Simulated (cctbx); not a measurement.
**A crystallographic session in cctbx: Zr2Si3**

Library: cctbx 2025.11.

## 1. Energy scan

run.py:

```python
from cctbx import adptbx, crystal, miller, xray
from cctbx.array_family import flex
from cctbx.eltbx import sasaki

cs = crystal.symmetry(unit_cell=(17.133, 3.555, 6.424, 90, 90, 90), space_group_symbol='Hall: -P 2ac 2n')  # Pnma
atoms = [  # label, site, U (iso, or U11 U22 U33 U12 U13 U23 in A^2), occupancy
    ("Zr1", (0.0088, 0.75, 0.8011), 0.0192, 1),
    ("Zr2", (0.3294, 0.75, 0.7972), 0.0220, 1),
    ("Si1", (0.1123, 0.25, 0.9142), 0.0357, 1),
    ("Si2", (0.2305, 0.25, 0.6619), 0.0271, 1),
    ("Si3", (0.0748, 0.75, 0.4481), 0.0263, 1),
]
xs = xray.structure(crystal_symmetry=cs)
for label, site, u, occ in atoms:
    u = adptbx.u_cif_as_u_star(cs.unit_cell(), u) if isinstance(u, tuple) else u
    xs.add_scatterer(xray.scatterer(label, site=site, u=u, occupancy=occ))
hkl = [(2, 1, 1), (4, 0, 1), (1, 0, 1), (2, 0, 2)]
ms = miller.set(cs, flex.miller_index(hkl + [tuple(-v for v in h) for h in hkl]), anomalous_flag=True)
print("E (eV)    f'(Zr)   f''   " + "".join("%16s" % ("|F|" + " ".join(map(str, h))) for h in hkl))
for e in [17398, 17748, 17878, 17938, 17968, 17983, 17990, 17994, 18002, 18006, 18013, 18028, 18058, 18148, 18398]:
    xs.set_inelastic_form_factors(12398.42 / e, "sasaki")
    t = sasaki.table("Zr").at_ev(e)
    f = flex.abs(ms.structure_factors_from_scatterers(xs, algorithm="direct").f_calc().data())
    n = len(hkl)
    print("%7.0f %7.2f %6.2f  " % (e, t.fp(), t.fdp()) + "".join("%9.1f/%6.1f" % (f[k], f[k + n]) for k in range(n)))
```

```console
$ python run.py
```

```text
E (eV)    f'(Zr)   f''           |F|2 1 1        |F|4 0 1        |F|1 0 1        |F|2 0 2
  17398   -2.97   0.56       70.3/  70.3    107.3/ 107.3     10.9/  10.9      1.7/   1.7
  17748   -3.77   0.54       69.0/  69.0    104.0/ 104.0     10.3/  10.3      0.8/   0.8
  17878   -4.47   0.54       67.8/  67.8    101.0/ 101.0      9.8/   9.8      0.6/   0.6
  17938   -5.15   0.53       66.7/  66.7     98.2/  98.2      9.4/   9.4      1.3/   1.3
  17968   -5.83   0.53       65.6/  65.6     95.4/  95.4      8.9/   8.9      2.2/   2.2
  17983   -6.51   0.53       64.5/  64.5     92.5/  92.5      8.4/   8.4      3.1/   3.1
  17990   -7.11   0.53       63.5/  63.5     90.0/  90.0      8.0/   8.0      3.9/   3.9
  17994   -7.75   0.53       62.4/  62.4     87.3/  87.3      7.6/   7.6      4.7/   4.7
  18002   -8.20   3.73       62.0/  62.0     86.8/  86.8      7.7/   7.7      7.1/   7.1
  18006   -7.30   3.73       63.5/  63.5     90.5/  90.5      8.3/   8.3      6.3/   6.3
  18013   -6.60   3.73       64.6/  64.6     93.4/  93.4      8.7/   8.7      5.7/   5.7
  18028   -5.85   3.72       65.8/  65.8     96.5/  96.5      9.2/   9.2      5.2/   5.2
  18058   -5.12   3.71       67.0/  67.0     99.5/  99.5      9.7/   9.7      4.9/   4.9
  18148   -4.15   3.67       68.6/  68.6    103.5/ 103.5     10.4/  10.4      4.7/   4.7
  18398   -3.15   3.58       70.2/  70.2    107.6/ 107.6     11.0/  11.0      4.8/   4.8
```

Run time: 0.24 s on 1 thread of Arm Neoverse V2, on a shared host, peak memory 0.07 GiB.

[Logs are printed without paths, hosts, clocks, repeated set-up lines and the standing remarks that a program may print on its own settings, such as how far it seeks lower states.]
